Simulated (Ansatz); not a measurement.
**Resistivity from frozen vibrations: Mo(100) with 4 thermally displaced layers, 2x2**

Wanted: the phonon-limited resistivity of Mo at 80 K by the Landauer route.

Program: Ansatz 0.2.0. Level of theory: Ansatz plane-wave DFT, PBE, PAW files; ballistic transport by layer matching (Landauer), zero bias; PAW set soft_1. Results are calculated unless marked as measured.

Most raw output is cut from this account.

**1. The structure**

The cell holds 56 atoms: 56 Mo. Its edges and angles: a = 6.294 Å, b = 6.294 Å, c = 22.029 Å, α = 90.0°, β = 90.0°, γ = 90.0°. It derives from Mo. Regions: lead, 40 atoms (40 Mo); scattering region, 16 atoms (16 Mo). The structure is stacked along c, and the current runs across the ab planes.

**2. With 4 displaced layers**

Each atom of 4 layers is moved at random, by amounts drawn from a normal law 0.0319 Å wide in each direction from the Debye model (450 K) at 80 K. The layers about the cell's end stay perfect and serve as the lead. Disorder leaves little or no symmetry, which makes such runs dear. Energies from -0.05 to 0.05 eV in steps of 0.05 eV are too few for the program's thermal sum, so it prints no conductance; for a metal the transmission near the Fermi level serves, at a fraction of the cost.

Input file input.yaml:

```yaml
crystal:
  lattice:
    - [6.294, 0.0, 0.0]
    - [0.0, 6.294, 0.0]
    - [0.0, 0.0, 22.029]
  atoms:
    - { symbol: Mo, position: [0.0, 0.0, 0.0357142857] }
    - { symbol: Mo, position: [0.0, 0.5, 0.0357142857] }
    - { symbol: Mo, position: [0.5, 0.0, 0.0357142857] }
    - { symbol: Mo, position: [0.5, 0.5, 0.0357142857] }
    - { symbol: Mo, position: [0.25, 0.25, 0.1071428571] }
    - { symbol: Mo, position: [0.25, 0.75, 0.1071428571] }
    - { symbol: Mo, position: [0.75, 0.25, 0.1071428571] }
    - { symbol: Mo, position: [0.75, 0.75, 0.1071428571] }
[... 44 atom lines left out ...]
    - { symbol: Mo, position: [0.25, 0.25, 0.9642857143] }
    - { symbol: Mo, position: [0.25, 0.75, 0.9642857143] }
    - { symbol: Mo, position: [0.75, 0.25, 0.9642857143] }
    - { symbol: Mo, position: [0.75, 0.75, 0.9642857143] }
kpoints:
  mp_grid: { grid: [4, 4, 1] }
hamiltonian:
  xc: pbe
  pseudopotentials: { kind: paw, azcp: { folder: soft_1 } }
scf:
  occupations: { method: fermi_dirac, width: 0.1 }
output:
  transmission: { leads: [[0, 4]], kmesh: [8, 8], e_range: [-0.05, 0.05], de: 0.05 }
  write_potential: true
  write_density: true
  volumetric_format: npy
  elf: true
```

Command:

```console
$ ansatz run input.yaml --threads 4 --pin off --max-ram 15360MiB --backend cpu --events-out ev --progress --plain --runs-dir out
```

The job ended after 15 min (4 threads of Arm Neoverse V1, shared host; peak memory 7.7 GiB; 55 min of CPU time).

This step gave:

```yaml
free_energy: -277539.1180 eV
energy_at_zero_smearing: -277538.4008 eV
fermi_energy: 21.19 eV
cell_area: 39.61 Å²
transmission_per_spin_nearest_the_fermi_level: 6.571
open_channels_per_spin_nearest_the_fermi_level: 6.781
step_of_the_lead_s_potential: 0.7 meV
```

Per spin. The transmission, zone mean by energy, zero at the Fermi level:

```csv
energy (eV),"transmission, zone mean"
-0.0500,6.35
0.0000,6.57
0.0500,6.60
```

Per spin. Table of open channels, zone mean, lead by energy, zero at the Fermi level:

```csv
energy (eV),"open channels, zone mean, lead"
-0.0500,6.59
0.0000,6.78
0.0500,6.88
```

Transmission over k1 and k2. At 0.0000 eV from the Fermi level.

Ten even steps from '0' (0.0) to '9' (14.4):
```
00134310
21379731
23799973
24999994
23799973
21379731
00134310
00222220
```
Columns: k1 (b1) from -0.5 to 0.375; rows upwards: k2 (b2) from -0.5 to 0.375.

Open channels over k1 and k2. At 0.0000 eV from the Fermi level.

Values, 8 rows by 8 columns:
```
 0.0  1.0  2.0  5.0  7.0  5.0  2.0  1.0
 4.0  2.0  6.0 12.0 15.0 12.0  6.0  2.0
 4.0  5.0 12.0 14.0 14.0 14.0 12.0  5.0
 4.0  7.0 15.0 14.0 14.0 14.0 15.0  7.0
 4.0  5.0 12.0 14.0 14.0 14.0 12.0  5.0
 4.0  2.0  6.0 12.0 15.0 12.0  6.0  2.0
 0.0  1.0  2.0  5.0  7.0  5.0  2.0  1.0
 0.0  0.0  4.0  4.0  4.0  4.0  4.0  0.0
```
Columns: k1 (b1) from -0.5 to 0.375; rows upwards: k2 (b2) from -0.5 to 0.375.

ELF in the ca plane at fractional y = 0.000, with atoms of Mo within 0.2 Å of it. It is the smooth field of the valence electrons, not physical close to the nuclei.

Ten even steps from '0' (0.17) to '9' (0.70), each cell a mean:
```
29888113049797022078794031189893030398981230
15774135226773144148872253147751352257741452
21001355421001355311112454310012454210013554
53224544453124544542135444542235434532245445
53224544443124544542235444532135444531245445
21011345421011355321012455311112454210113554
15775135226773144137762253158862252267741442
29888113049797022069795031188793030398981130
39669112059587012078595021187693030495781120
28997124139995133159994143169982141289961341
12332245312332255213331354213321453123322453
42002444431013444431013444420024444420024444
54334543454235533553345434543345434542355435
42002444431013444431024444420024444410024444
12332245313432255212221354224421453124322453
28997124139995133159982142179982141289961241
39669112059487011078694021196693030495781120
```
Columns run along c (16.0 Å, from fractional 0.14 to 0.86 of the cell), rows up along a (6.3 Å). Atoms in or near the plane, at fractional coordinates: Mo at (0.18, 0.00), Mo at (0.18, 0.50), Mo at (0.32, 0.00), Mo at (0.32, 0.50), Mo at (0.46, 0.99), Mo at (0.47, 0.50), Mo at (0.61, 0.00), Mo at (0.61, 0.50), Mo at (0.75, 0.00), Mo at (0.75, 0.50).

Valence density in the ca plane at fractional y = 0.000, with atoms of Mo within 0.2 Å of it. It is the smooth field of the valence electrons, not physical close to the nuclei.

Ten even steps from '0' (0.2 e/Å³) to '9' (7.0 e/Å³), each cell a mean:
```
15884000016973000038961000048851000159830000
01331000002331000013430000013310000023310000
00000000000000000000000000000000000000000000
00000000000000000000000000000000000000000000
00000000000000000000000000000000000000000000
00000000000000000000000000000000000000000000
02331000002431000013420000014420000024310000
15884000016973000027972000048951000159830000
16995000027983000038982000049961000169940000
03663000014652000015641000025630000036620000
00110000001110000001110000001100000001100000
00000000000000000000000000000000000000000000
00000000000000000000000000000000000000000000
00000000000000000000000000000000000000000000
00110000001110000001100000001100000001100000
03663000014752000015630000036630000146620000
16995000027983000048971000059961000169940000
```
Columns run along c (16.0 Å, from fractional 0.14 to 0.86 of the cell), rows up along a (6.3 Å). Atoms in or near the plane, at fractional coordinates: Mo at (0.18, 0.00), Mo at (0.18, 0.50), Mo at (0.32, 0.00), Mo at (0.32, 0.50), Mo at (0.46, 0.99), Mo at (0.47, 0.50), Mo at (0.61, 0.00), Mo at (0.61, 0.50), Mo at (0.75, 0.00), Mo at (0.75, 0.50).

Electrostatic potential energy in the ca plane at fractional y = 0.000, with atoms of Mo within 0.2 Å of it. With pseudopotentials it is smooth inside the atoms' cores, unlike the true potential.

Values in eV, 9 rows by 16 columns, each cell a mean:
```
-17 -24  20  -7 -32  17  -1 -40  11  11 -36   3  16 -32  -6  19
 16  15  22  18  14  21  18  10  20  21  13  20  21  13  18  22
 20  19  22  20  18  21  21  18  21  21  17  21  22  18  20  22
 -9 -15  20   0 -21  18   8 -25  13  14 -27   6  18 -22   0  20
-29 -37  18 -17 -46  14  -3 -51   5   7 -50  -5  13 -46 -16  18
  2  -2  21   8  -6  20  14  -9  17  18  -7  14  20  -7   9  21
 21  21  22  21  21  22  22  21  22  22  21  22  22  20  21  22
 10   7  21  13   4  21  17   6  20  19   2  17  21   4  14  21
-25 -33  19 -14 -42  15  -3 -43  10   7 -47  -2  14 -42 -13  18
```
Columns run along c (16.0 Å, from fractional 0.14 to 0.86 of the cell; values clipped at the 3rd and 97th percentile), rows up along a (6.3 Å). Atoms in or near the plane, at fractional coordinates: Mo at (0.18, 0.00), Mo at (0.18, 0.50), Mo at (0.32, 0.00), Mo at (0.32, 0.50), Mo at (0.46, 0.99), Mo at (0.47, 0.50), Mo at (0.61, 0.00), Mo at (0.61, 0.50), Mo at (0.75, 0.00), Mo at (0.75, 0.50).

Over the solved energies the transmission per spin lies between 6.35 and 6.60, out of 6.75 channels of the lead on average (up to 6.88).

**3. With 8 displaced layers**

Each atom of 8 layers is moved at random, by amounts drawn from a normal law 0.0319 Å wide in each direction from the Debye model (450 K) at 80 K. A fresh draw is used; the growth of the resistance with length is what counts.

System of this step: Mo(100) with 8 thermally displaced layers, 2x2. The cell holds 72 atoms: 72 Mo. Its edges and angles: a = 6.294 Å, b = 6.294 Å, c = 28.323 Å, α = 90.0°, β = 90.0°, γ = 90.0°. It derives from Mo. Regions: lead, 40 atoms (40 Mo); scattering region, 32 atoms (32 Mo). The structure is stacked along c, and the current runs across the ab planes.

Input file input.yaml:

```yaml
crystal:
  lattice:
    - [6.294, 0.0, 0.0]
    - [0.0, 6.294, 0.0]
    - [0.0, 0.0, 28.323]
  atoms:
    - { symbol: Mo, position: [0.0, 0.0, 0.0277777778] }
    - { symbol: Mo, position: [0.0, 0.5, 0.0277777778] }
    - { symbol: Mo, position: [0.5, 0.0, 0.0277777778] }
    - { symbol: Mo, position: [0.5, 0.5, 0.0277777778] }
    - { symbol: Mo, position: [0.25, 0.25, 0.0833333333] }
    - { symbol: Mo, position: [0.25, 0.75, 0.0833333333] }
    - { symbol: Mo, position: [0.75, 0.25, 0.0833333333] }
    - { symbol: Mo, position: [0.75, 0.75, 0.0833333333] }
[... 60 atom lines left out ...]
    - { symbol: Mo, position: [0.25, 0.25, 0.9722222222] }
    - { symbol: Mo, position: [0.25, 0.75, 0.9722222222] }
    - { symbol: Mo, position: [0.75, 0.25, 0.9722222222] }
    - { symbol: Mo, position: [0.75, 0.75, 0.9722222222] }
kpoints:
  mp_grid: { grid: [4, 4, 1] }
hamiltonian:
  xc: pbe
  pseudopotentials: { kind: paw, azcp: { folder: soft_1 } }
scf:
  occupations: { method: fermi_dirac, width: 0.1 }
output:
  transmission: { leads: [[0, 4]], kmesh: [8, 8], e_range: [-0.05, 0.05], de: 0.05 }
  write_potential: true
  write_density: true
  volumetric_format: npy
```

The job ended after 22 min (4 threads; peak memory 8 GiB; 83 min of CPU time).

Numbers from this step:

| Quantity | Value |
| --- | --- |
| free energy | -356835.8945 eV |
| energy at zero smearing | -356835.0715 eV |
| Fermi energy | 21.11 eV |
| transmission per spin nearest the Fermi level | 6.122 |
| open channels per spin nearest the Fermi level | 6.594 |
| step of the lead's potential | 2.3 meV |

Per spin. Transmission, zone mean against energy, zero at the Fermi level:

```csv
energy (eV),"transmission, zone mean"
-0.0500,6.11
0.0000,6.12
0.0500,6.10
```

Over the solved energies the transmission per spin lies between 6.10 and 6.12, out of 6.59 channels of the lead on average (up to 6.66).

**4. With 12 displaced layers**

Each atom of 12 layers is moved at random, by amounts drawn from a normal law 0.0319 Å wide in each direction from the Debye model (450 K) at 80 K. A fresh draw is used; the growth of the resistance with length is what counts.

System of this step: Mo(100) with 12 thermally displaced layers, 2x2. The cell holds 88 atoms: 88 Mo. Its edges and angles: a = 6.294 Å, b = 6.294 Å, c = 34.617 Å, α = 90.0°, β = 90.0°, γ = 90.0°. It derives from Mo. Regions: lead, 40 atoms (40 Mo); scattering region, 48 atoms (48 Mo). The structure is stacked along c, and the current runs across the ab planes.

Input file input.yaml:

```yaml
crystal:
  lattice:
    - [6.294, 0.0, 0.0]
    - [0.0, 6.294, 0.0]
    - [0.0, 0.0, 34.617]
  atoms:
    - { symbol: Mo, position: [0.0, 0.0, 0.0227272727] }
    - { symbol: Mo, position: [0.0, 0.5, 0.0227272727] }
    - { symbol: Mo, position: [0.5, 0.0, 0.0227272727] }
    - { symbol: Mo, position: [0.5, 0.5, 0.0227272727] }
    - { symbol: Mo, position: [0.25, 0.25, 0.0681818182] }
    - { symbol: Mo, position: [0.25, 0.75, 0.0681818182] }
    - { symbol: Mo, position: [0.75, 0.25, 0.0681818182] }
    - { symbol: Mo, position: [0.75, 0.75, 0.0681818182] }
[... 76 atom lines left out ...]
    - { symbol: Mo, position: [0.25, 0.25, 0.9772727273] }
    - { symbol: Mo, position: [0.25, 0.75, 0.9772727273] }
    - { symbol: Mo, position: [0.75, 0.25, 0.9772727273] }
    - { symbol: Mo, position: [0.75, 0.75, 0.9772727273] }
kpoints:
  mp_grid: { grid: [4, 4, 1] }
hamiltonian:
  xc: pbe
  pseudopotentials: { kind: paw, azcp: { folder: soft_1 } }
scf:
  occupations: { method: fermi_dirac, width: 0.1 }
output:
  transmission: { leads: [[0, 4]], kmesh: [8, 8], e_range: [-0.05, 0.05], de: 0.05 }
  write_potential: true
  write_density: true
  volumetric_format: npy
```

Elapsed: 31 min, on 4 threads; peak memory 8.2 GiB.

This step gave:

```
free energy                                   : -436132.0834 eV
energy at zero smearing                       : -436130.9982 eV
Fermi energy                                  : 21.13 eV
transmission per spin nearest the Fermi level : 5.749
step of the lead's potential                  : 2.4 meV
```

Per spin. Table of transmission, zone mean by energy, zero at the Fermi level:

```csv
energy (eV),"transmission, zone mean"
-0.0500,5.70
0.0000,5.75
0.0500,5.91
```

Over the solved energies the transmission per spin lies between 5.70 and 5.91, out of 6.64 channels of the lead on average (up to 6.78).

**5. The fit**

This step: Ansatz plane-wave DFT, PBE, PAW files; ballistic transport by layer matching (Landauer), zero bias; resistivity from the slope of the area resistance; PAW set soft_1 (Ansatz 0.2.0).

This step gave:

| Quantity | Value |
| --- | --- |
| resistivity | 6.738 µΩ cm |
| intercept | -0.01728 fΩ m² |
| scatter about the fit | 0.004385 fΩ m² |

Resistance, by row:

```csv
run,length (Å),T,channels N,RA (fΩ m²)
n4,6.294,6.508,6.75,0.02823
n8,12.59,6.11,6.594,0.06133
n12,18.88,5.787,6.635,0.113
```

The area resistance by length of the displaced region:

```csv
length of the displaced region (Å),area resistance (fΩ m²)
6.29,0.0282
12.59,0.0613
18.88,0.113
```

The area resistance goes from 0.028 to 0.11 fΩ m² between 6.3 and 18.9 Å, a slope of 6.7 µΩ cm.

By hand from the end points: (0.1130 − 0.02823) fΩ m² / (18.88 − 6.29) Å = 6.7 µΩ cm, since 1 fΩ m² per Å is 1000 µΩ cm.

**6. What came out**

| Item | Value |
| --- | --- |
| resistivity from the slope | 6.74 µΩ cm |
| area resistance over 6.29 Å | 0.0282 fΩ m² |
| area resistance over 12.6 Å | 0.0613 fΩ m² |
| area resistance over 18.9 Å | 0.113 fΩ m² |

In words: The slope gives 6.7 µΩ cm. The points scatter by 0.0044 fΩ m² about the line, with one random draw a length in a 2x2 cell, so the slope is a rough value. The mean square of the displacements drawn is 0.78, 0.91 and 1.0 of the nominal one at the three lengths; with each resistance scaled back by that, the slope is 5.9 µΩ cm, the value used below. The lead's own channel count moves between the runs (6.75, 6.59 and 6.64), which shifts RA and the slope too. Read with a model of isotropic scattering on a spherical Fermi surface and the lead's 1.3×10¹⁵ S/m², this slope means a mean free path near 112 Å; over these lengths the model's slope is 1.16 times its bulk resistivity, which would be 5.1 µΩ cm. This far under the Debye temperature the model doesn't describe a real metal: frozen displacements count zero-point motion as scattering and turn electrons through all angles, while in the metal the short-wave phonons freeze out. The measured value is 0.482 µΩ cm (CRC Handbook of Chemistry and Physics, 84th ed., 2003, Electrical Resistivity of Pure Metals); the scaled slope is 12 times that and the corrected value 10: clearly high.

[Logs are printed without paths, hosts, clocks, repeated set-up lines and the standing remarks that a program may print on its own settings, such as how far it seeks lower states.]

[Hosts, paths, dates, database ids (printed as entryN), source tags and the programs' standing remarks are cut or masked in the printed files.]
